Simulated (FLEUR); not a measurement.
Records of electronic-structure calculations.

```xyz
10
Lattice="3.250 0.000 0.000 -3.250 5.629 0.000 -1.625 2.815 4.480" Properties=species:S:1:pos:R:3 pbc="T T T" subject="MnH2O2 (Pyrochroite): parallel and opposed starts" method="PBEsol with U = 4 eV on Mn d; all-electron FLAPW, Dirac cores, scalar-relativistic bands" program="FLEUR MaX-R8.1" settings_of_one_run="kmax 4.4 1/bohr, gmax 13.2 1/bohr, muffin tin radii Mn: 2.8, H: 0.79, O: 1.03 bohr, lmax Mn: [10, 8], H: [6, 4], O: [6, 4], hist occupations, smearing width 0.05 eV, mixer Anderson, mixing 0.05, max iterations 130, stop 0.0001 me/bohr³, collinear spin, 8×4×8 k-mesh, double counting FLL, mesh matched on, starting moments 4.5 -4.5 0 0 0 0 0 0 0 0 μB" cost="2 runs, 3 min in all on 4 MPI ranks of AMD EPYC 9R45, shared host (the runs of this entry)" notes="This is the lowest of 2 finished starts, no proof of the ground state." lowest_state_found="antiferromagnetic (initial antiferro q=(0,1/2,1/2) +-)" largest_site_spin_moment="4.71 μB" next_finished_state="ferromagnetic, 7.92 meV a seeded atom higher"
Mn    0.000    0.000    0.000
Mn   -1.625    2.815    0.000
H     0.000    1.876    1.998
H    -1.625    4.691    1.998
H    -1.625    6.567    2.482
H     0.000    3.753    2.482
O     0.000    1.876    1.012
O    -1.625    4.691    1.012
O    -1.625    6.567    3.468
O     0.000    3.753    3.468
```

```xyz
10
Lattice="4.232 0.000 0.000 0.000 4.232 0.000 0.000 0.000 8.465" Properties=species:S:1:pos:R:3 pbc="T T T" subject="RbMnF3: which magnetic order is lowest" method="PBEsol with U = 4.9 eV, J = 0.9 eV on Mn d; all-electron FLAPW, Dirac cores, scalar-relativistic bands" program="FLEUR MaX-R8.1" settings_of_one_run="kmax 4.26 1/bohr, gmax 12.8 1/bohr, muffin tin radii Rb: 2.8, Mn: 2.49, F: 1.41 bohr, lmax Rb: [10, 8], Mn: [10, 8], F: [6, 4], hist occupations, smearing width 0.08 eV, mixer Anderson, mixing 0.05, max iterations 130, stop 0.0001 me/bohr³, collinear spin, 6×6×3 k-mesh, double counting FLL, mesh matched on, starting moments 0 0 4.5 -4.5 0 0 0 0 0 0 μB" cost="2 runs, 1.9 min in all on 4 MPI ranks of AMD EPYC 9R45, shared host (the runs of this entry)" notes="This is the lowest of 2 finished starts, no proof of the ground state." lowest_state_found="antiferromagnetic (initial antiferro q=(0,0,1/2) +-)" largest_site_spin_moment="4.72 μB" next_finished_state="ferromagnetic, 8.66 meV a seeded atom higher"
Rb    0.000    0.000    0.000
Rb    0.000    0.000    4.232
Mn    2.116    2.116    2.116
Mn    2.116    2.116    6.349
F     2.116    0.000    2.116
F     2.116    0.000    6.349
F     2.116    2.116    0.000
F     2.116    2.116    4.232
F     0.000    2.116    2.116
F     0.000    2.116    6.349
```

[Logs and program files are shortened in this print: banners, set-up blocks, solver, clock and traceback lines can be left out without a mark of their own.]

[Logs are printed without paths, hosts, clocks, repeated set-up lines and the standing remarks that a program may print on its own settings, such as how far it seeks lower states.]

[Hosts, paths, dates, database ids (printed as entryN), source tags and the programs' standing remarks are cut or masked in the printed files.]

[Where a cell is said to come from a database of computed structures, the database is the Materials Project.]
